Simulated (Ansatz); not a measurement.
# Direct or indirect: C (Fd-3m)

Space group Fd-3m:1 (No. 227). a = 3.567 Å, b = 3.567 Å, c = 3.567 Å, α = 90.00°, β = 90.00°, γ = 90.00°
```
atom  site  symmetry       x       y       z
   C    8a      -43m  0.2500  0.2500  0.2500
```

Method: Ansatz, PBE, independent particles, without spin-orbit coupling, line width 0.15 eV (Gaussian). The band structure gives a fundamental gap of 4.16 eV. The spectrum of vertical transitions near the edge:

```tsv
E (eV)	Im ε, E ∥ xyz
3.72	0.00
3.84	0.00
3.96	0.00
4.08	0.00
4.20	0.00
4.32	0.00
4.44	0.00
4.56	0.00
4.68	0.00
4.80	0.00
4.92	0.00
5.04	0.00
5.16	0.00
5.28	0.00
5.40	0.02
5.52	0.18
5.64	0.63
5.76	1.18
5.88	1.59
6.00	1.88
6.12	2.10
6.24	2.29
6.36	2.45
6.48	2.60
6.60	2.73
6.72	2.84
6.84	2.96
```

Q: Is the gap direct or indirect, and about where do vertical transitions set in?

A: Indirect, by the band path, whose least direct gap is 5.59 eV. The curves fit this: they stay near zero above 4.16 eV and rise only from about 5.6 eV, though a forbidden direct transition would look alike. Lines are broadened by 0.15 eV, which spreads the edge, and phonons, which would give weak absorption from the fundamental gap up, are left out.

[Logs are printed without paths, hosts, clocks, repeated set-up lines and the standing remarks that a program may print on its own settings, such as how far it seeks lower states.]
